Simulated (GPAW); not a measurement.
# Dielectric function and optical constants of Al2O3 (Corundum)

Aim: the dielectric function of Al2O3 (Corundum), and the optical constants that follow from it.

Program: GPAW 26.7.0. Level of theory: DFT, PBE, plane-wave PAW (GPAW data sets), scalar-relativistic, RPA, optical limit. Results are calculated unless marked as measured.

This is a report of a sequence of runs, with most program output left out.

**1. Set-up**

Symmetry: R-3c, No. 167, trigonal system. Conventional cell: a = 4.760 Å, b = 4.760 Å, c = 12.996 Å, α = 90.00°, β = 90.00°, γ = 120.00°. Nearest to Al lie 6 O at 1.85 to 1.97 Å. Nearest to O lie 4 Al at 1.85 to 1.97 Å. Farther neighbours and most contacts between anions are not listed.

**2. Ground state**

First the ground state: is it a metal or has it a gap?

This step: DFT, PBE, plane-wave PAW (GPAW data sets), scalar-relativistic, ground state (GPAW 26.7.0).

gs.py reads:

```python
from ase import Atoms
from ase.dft.bandgap import bandgap
from gpaw import GPAW, PW, FermiDirac

atoms = Atoms(['Al', 'Al', 'Al', 'Al', 'O', 'O', 'O', 'O', 'O', 'O'],
              cell=[[2.380250000000, 1.374237978200, 4.331866666700],
                    [-2.380250000000, 1.374237978200, 4.331866666700],
                    [0.000000000000, -2.748475956500, 4.331866666700]],
              scaled_positions=[[0.852160000000, 0.852160000000, 0.852160000000],
                                [0.647840000000, 0.647840000000, 0.647840000000],
                                [0.147840000000, 0.147840000000, 0.147840000000],
                                [0.352160000000, 0.352160000000, 0.352160000000],
                                [0.056680000000, 0.750000000000, 0.443320000000],
                                [0.750000000000, 0.443320000000, 0.056680000000],
                                [0.443320000000, 0.056680000000, 0.750000000000],
                                [0.943320000000, 0.250000000000, 0.556680000000],
                                [0.250000000000, 0.556680000000, 0.943320000000],
                                [0.556680000000, 0.943320000000, 0.250000000000]],
              pbc=[True, True, True])
atoms.calc = GPAW(mode=PW(550), xc='PBE', kpts={'size': (6, 6, 6), 'gamma': True},
                  occupations=FermiDirac(0.05), maxiter=150, txt='gs.txt')
print('energy (eV)', atoms.get_potential_energy())
print('Fermi level (eV)', atoms.calc.get_fermi_level())
print('valence electrons', atoms.calc.get_number_of_electrons())
print('gap (eV)', bandgap(atoms.calc, output=None)[0])
print('direct gap (eV)', bandgap(atoms.calc, direct=True, output=None)[0])
atoms.calc.write('gs.gpw')
```

On the command line:

```sh
$ OMP_NUM_THREADS=1 python gs.py
```

Run time: 61 s. Hardware: 1 thread of Arm Neoverse V2, shared host; peak memory 0.24 GiB.

This step gave:

* energy: -74.4862 eV
* Fermi energy: 7.652 eV
* gap on the k-mesh: 6.210 eV
* direct gap on the mesh: 6.210 eV
* electrons: 48

There is a gap, 6.21 eV on this mesh (points off the mesh can give less), so no carriers' term is needed.

**3. Bands for the response**

The response needs many more empty bands than the density does.

This step: DFT, PBE, plane-wave PAW (GPAW data sets), scalar-relativistic, bands at fixed density (GPAW 26.7.0).

nscf.py reads:

```python
from ase.dft.bandgap import bandgap
from gpaw import GPAW, FermiDirac

calc = GPAW('gs.gpw').fixed_density(kpts={'size': (7, 7, 7), 'gamma': True}, nbands=63, convergence={'bands': 57},
                                    occupations=FermiDirac(0.001), txt='nscf.txt')
print('gap (eV)', bandgap(calc, output=None)[0])
print('direct gap (eV)', bandgap(calc, direct=True, output=None)[0])
print('top band over the Fermi level (eV)', min(calc.get_eigenvalues(kpt=k)[56] for k in range(len(calc.get_ibz_k_points()))) - calc.get_fermi_level())
calc.write('full.gpw', mode='all')
```

On the command line:

```sh
$ OMP_NUM_THREADS=1 python nscf.py
```

Wall time 3.8 min (1 thread); peak memory 0.39 GiB.

**4. Dielectric function, RPA**

Local fields let the induced charge screen the field inside the cell, which as a rule lowers ε, most along directions where the density is uneven.

This step: DFT, PBE, plane-wave PAW (GPAW data sets), scalar-relativistic, RPA, optical limit (GPAW 26.7.0).

df.py reads:

```python
from gpaw.response.df import DielectricFunction

df = DielectricFunction('full.gpw', frequencies={'type': 'nonlinear', 'domega0': 0.03, 'omega2': 8},
                        ecut=50,
                        eta=0.12,
                        nbands=57,
                        txt='df.txt')
for direction in ['x', 'z']:
    df.get_dielectric_function(xc='RPA', direction=direction, filename=f'df_{direction}.csv')
```

On the command line:

```sh
$ OMP_NUM_THREADS=1 python df.py
```

Wall time 43 s (1 thread); peak memory 0.3 GiB.

Read-outs, printed or worked out from the files:

- electronic dielectric constant ε∞, mean over x, y and z (by symmetry where fewer were run): 3.055

Some rows of df_x.csv (energy; Re and Im without local fields; Re and Im with them):

```text
0.000000, 3.174412, 0.000000, 3.064635, 0.000000
0.429336, 3.177087, 0.001499, 3.067178, 0.001425
0.878195, 3.185664, 0.003098, 3.075333, 0.002946
1.347938, 3.201175, 0.004848, 3.090088, 0.004613
1.840057, 3.225021, 0.006816, 3.112789, 0.006493
2.356191, 3.259142, 0.009106, 3.145312, 0.008686
2.898142, 3.306323, 0.011878, 3.190360, 0.011353
3.467895, 3.370738, 0.015408, 3.252018, 0.014771
4.067647, 3.459081, 0.020224, 3.336894, 0.019476
4.699832, 3.583310, 0.027548, 3.456927, 0.026717
5.367152, 3.769643, 0.041445, 3.638699, 0.040701
6.072622, 4.118292, 0.113546, 3.985656, 0.115291
6.819608, 4.247604, 0.687865, 4.101184, 0.716429
7.611886, 4.463698, 0.967543, 4.286700, 1.010414
8.453705, 5.027688, 1.226042, 4.818514, 1.273875
9.349861, 5.508856, 1.840313, 5.193958, 1.902941
10.305790, 5.538535, 3.247619, 5.027708, 3.248631
11.327680, 3.611297, 5.476871, 3.037817, 5.070388
12.422601, 1.793381, 5.236334, 1.476587, 4.452150
13.598673, 1.379409, 3.572054, 1.182314, 2.870937
```

The Im ε has structure finer than the step of the table below, so its rows give means over 0.25 eV, whole bins alone (the curve runs from 0 to 14.0 eV). Peaks (eV: height): E ∥ x 8.641: 1.70, 11.252: 5.10; E ∥ z 7.847: 1.60, 11.103: 4.62.

Sum at mesh points, not converged in k; values under the direct gap are tails of Lorentzian lines. Im ε against photon energy; means over each step:

```
photon energy (eV)    E ∥ x    E ∥ z
              0.25   8.3e-4   8.1e-4
              0.50  0.00166  0.00162
              0.75  0.00251  0.00245
              1.00  0.00337  0.00329
              1.25  0.00426  0.00416
              1.50  0.00518  0.00505
              1.75  0.00614  0.00599
              2.00  0.00715  0.00698
              2.25  0.00822  0.00802
              2.50  0.00935  0.00913
              2.75   0.0106   0.0103
              3.00   0.0119   0.0116
              3.25   0.0134   0.0131
              3.50   0.0150   0.0147
              3.75   0.0168   0.0165
              4.00   0.0189   0.0185
              4.25   0.0213   0.0208
              4.50   0.0241   0.0237
              4.75   0.0275   0.0270
              5.00   0.0318   0.0313
              5.25   0.0375   0.0371
              5.50   0.0456   0.0456
              5.75   0.0596   0.0610
              6.00   0.0970    0.109
              6.25    0.204    0.202
              6.50    0.310    0.285
              6.75    0.655    0.712
              7.00    0.509    0.699
              7.25    0.651    0.535
              7.50    0.984    0.749
              7.75     1.02     1.16
              8.00    0.756     1.00
              8.25    0.949    0.708
              8.50     1.43     1.15
              8.75     1.41     1.50
              9.00     1.10     1.29
              9.25     1.66     1.44
              9.50     2.12     1.66
              9.75     2.42     2.38
             10.00     2.85     2.79
             10.25     3.19     3.69
             10.50     3.59     3.77
             10.75     4.39     4.28
             11.00     4.85     4.51
             11.25     5.06     4.43
             11.50     4.87     4.30
             11.75     4.45     4.01
             12.00     4.25     3.38
             12.25     4.44     3.11
             12.50     4.24     3.08
             12.75     3.71     3.26
             13.00     3.55     3.36
             13.25     3.14     3.21
             13.50     2.97     3.28
             13.75     2.89     3.13
```

The reflectivity at normal incidence has structure finer than the step of the table below, so its rows give means over 0.25 eV, whole bins alone (the curve runs from 0 to 14.0 eV). Peaks (eV: height): E ∥ x 8.516: 15.3, 11.328: 24.1, 12.504: 23.9; E ∥ z 6.656: 12.8, 7.788: 14.4, 11.103: 22.4, 13.000: 18.1.

Sum at mesh points, not converged in k. Table of reflectivity at normal incidence by photon energy; means over each step:

```
photon energy (eV)  E ∥ x (%)  E ∥ z (%)
              0.25       7.45       7.33
              0.50       7.46       7.34
              0.75       7.48       7.36
              1.00       7.50       7.38
              1.25       7.54       7.42
              1.50       7.58       7.46
              1.75       7.63       7.50
              2.00       7.68       7.56
              2.25       7.75       7.62
              2.50       7.82       7.70
              2.75       7.91       7.78
              3.00       8.00       7.87
              3.25       8.11       7.98
              3.50       8.23       8.09
              3.75       8.36       8.23
              4.00       8.51       8.37
              4.25       8.68       8.54
              4.50       8.87       8.72
              4.75       9.08       8.93
              5.00       9.32       9.17
              5.25       9.60       9.45
              5.50       9.93       9.78
              5.75       10.3       10.2
              6.00       10.9       10.7
              6.25       11.4       11.1
              6.50       12.1       12.0
              6.75       12.2       12.4
              7.00       11.7       11.3
              7.25       13.1       12.0
              7.50       13.0       12.6
              7.75       12.5       13.8
              8.00       12.5       11.5
              8.25       14.2       12.9
              8.50       15.0       14.6
              8.75       13.7       14.1
              9.00       14.5       14.2
              9.25       16.7       15.0
              9.50       17.4       16.7
              9.75       17.9       18.3
             10.00       18.9       19.1
             10.25       19.5       20.8
             10.50       20.5       20.3
             10.75       22.5       21.6
             11.00       23.3       22.0
             11.25       23.9       21.7
             11.50       23.7       21.4
             11.75       22.4       20.9
             12.00       21.5       18.1
             12.25       22.8       16.3
             12.50       23.4       16.1
             12.75       21.2       16.9
             13.00       20.9       17.7
             13.25       18.8       16.9
             13.50       17.4       17.5
             13.75       16.5       16.7
```

Sum at mesh points, not converged in k; values under the direct gap are tails of Lorentzian lines. Im ε, E ∥ x against photon energy; read off at these points:

```
photon energy (eV)  without local fields  with local fields
              0.00                     0                  0
              0.50               0.00175            0.00166
              1.00               0.00354            0.00337
              1.50               0.00544            0.00518
              2.00               0.00750            0.00714
              2.50               0.00980            0.00935
              3.00                0.0125             0.0119
              3.50                0.0156             0.0150
              4.00                0.0196             0.0189
              4.50                0.0249             0.0241
              5.00                0.0326             0.0317
              5.50                0.0461             0.0454
              6.00                0.0917             0.0926
              6.50                 0.271              0.278
              7.00                 0.467              0.487
              7.50                 0.937              0.981
              8.00                 0.690              0.721
              8.50                  1.37               1.43
              8.64                  1.62               1.70
              9.00                  1.01               1.05
              9.50                  2.07               2.13
             10.00                  2.83               2.86
             10.50                  3.60               3.55
             11.00                  5.06               4.81
             11.25                  5.49               5.09
             11.50                  5.32               4.89
             12.00                  4.80               4.22
             12.42                  5.24               4.45
             12.50                  5.06               4.32
             13.00                  4.29               3.60
             13.50                  3.66               2.97
```

The loss function −Im 1/ε at q → 0 has structure finer than the step of the table below, so its rows give means over 0.25 eV, whole bins alone (the curve runs from 0 to 14.0 eV). Peaks (eV: height): E ∥ x 13.599: 0.298; E ∥ z 7.907: 0.0879, 12.023: 0.239, 13.599: 0.244.

Sum at mesh points, not converged in k; values under the direct gap are tails of Lorentzian lines. Table of loss function −Im 1/ε at q → 0 by energy loss; means over each step:

```
energy loss (eV)    E ∥ x    E ∥ z
            0.25   8.8e-5   8.8e-5
            0.50   1.8e-4   1.8e-4
            0.75   2.7e-4   2.6e-4
            1.00   3.6e-4   3.5e-4
            1.25   4.5e-4   4.4e-4
            1.50   5.4e-4   5.4e-4
            1.75   6.4e-4   6.3e-4
            2.00   7.3e-4   7.3e-4
            2.25   8.3e-4   8.3e-4
            2.50   9.4e-4   9.3e-4
            2.75  0.00105  0.00104
            3.00  0.00116  0.00116
            3.25  0.00128  0.00128
            3.50  0.00141  0.00141
            3.75  0.00155  0.00155
            4.00  0.00171  0.00171
            4.25  0.00187  0.00188
            4.50  0.00206  0.00207
            4.75  0.00228  0.00230
            5.00  0.00255  0.00257
            5.25  0.00289  0.00292
            5.50  0.00335  0.00343
            5.75  0.00414  0.00432
            6.00  0.00623  0.00711
            6.25   0.0123   0.0126
            6.50   0.0169   0.0156
            6.75   0.0361   0.0387
            7.00   0.0298   0.0435
            7.25   0.0317   0.0298
            7.50   0.0498   0.0393
            7.75   0.0553   0.0547
            8.00   0.0406   0.0631
            8.25   0.0411   0.0357
            8.50   0.0585   0.0476
            8.75   0.0684   0.0688
            9.00   0.0462   0.0574
            9.25   0.0548   0.0584
            9.50   0.0679   0.0550
            9.75   0.0747   0.0699
           10.00   0.0819   0.0767
           10.25   0.0901   0.0962
           10.50   0.0946    0.109
           10.75    0.102    0.119
           11.00    0.122    0.137
           11.25    0.138    0.160
           11.50    0.161    0.174
           11.75    0.182    0.205
           12.00    0.186    0.233
           12.25    0.191    0.226
           12.50    0.218    0.218
           12.75    0.246    0.207
           13.00    0.261    0.221
           13.25    0.288    0.226
           13.50    0.294    0.234
           13.75    0.288    0.239
```

At chosen wavelengths:

```
wavelength (nm)   n x    k x  R (%) x   1/α x   n z    k z  R (%) z   1/α z
           1550  1.75  0.001      7.5  161 µm  1.74  0.001      7.4  165 µm
           1064  1.76  0.001      7.5   75 µm  1.75  0.001      7.4   77 µm
            633  1.77  0.002      7.7   26 µm  1.76  0.002      7.5   26 µm
            450  1.78  0.003      7.9   12 µm  1.77  0.003      7.8   12 µm
            365  1.80  0.004      8.2  7.3 µm  1.79  0.004      8.0  7.4 µm
            308  1.82  0.005      8.5  4.7 µm  1.82  0.005      8.4  4.8 µm
            248  1.88  0.008      9.3  2.3 µm  1.87  0.008      9.2  2.4 µm
```

Below the direct gap, k and the depth come from the tails of the Lorentzian lines, not from transitions.

**5. Results**

| Quantity | Value |
| --- | --- |
| electronic dielectric constant ε∞, mean over x, y and z (by symmetry where fewer were run) (RPA) | 3.06 |

**Reading.** At this level (PBE, RPA) Al2O3 has a mean ε∞ = 3.06 and n = 1.75 at 1550 nm (E ∥ x). On the mesh the gap is 6.21 eV and the least direct gap 6.21 eV. Local fields change the static value along x from 3.17 to 3.06 (-3 %). The static values by axis are 3.06 (x), 3.04 (z). Excitons and phonon-assisted transitions are missing; PBE gaps are as a rule too small, which pulls the onset down and ε∞ up. In this version of GPAW the matrix elements of the optical limit are incomplete, which can lower ε − 1 by up to a tenth where first-row anions or d states rule, and shift it by more in d metals. The sum runs over mesh points 0.23 Å⁻¹ apart with no interpolation, so peaks are partly noise of the mesh and static values carry its error.

[Machine, clock and banner lines and Python warnings are left out of the logs.]

[Logs are printed without paths, hosts, clocks, repeated set-up lines and the standing remarks that a program may print on its own settings, such as how far it seeks lower states.]

[Hosts, paths, dates, database ids (printed as entryN), source tags and the programs' standing remarks are cut or masked in the printed files.]
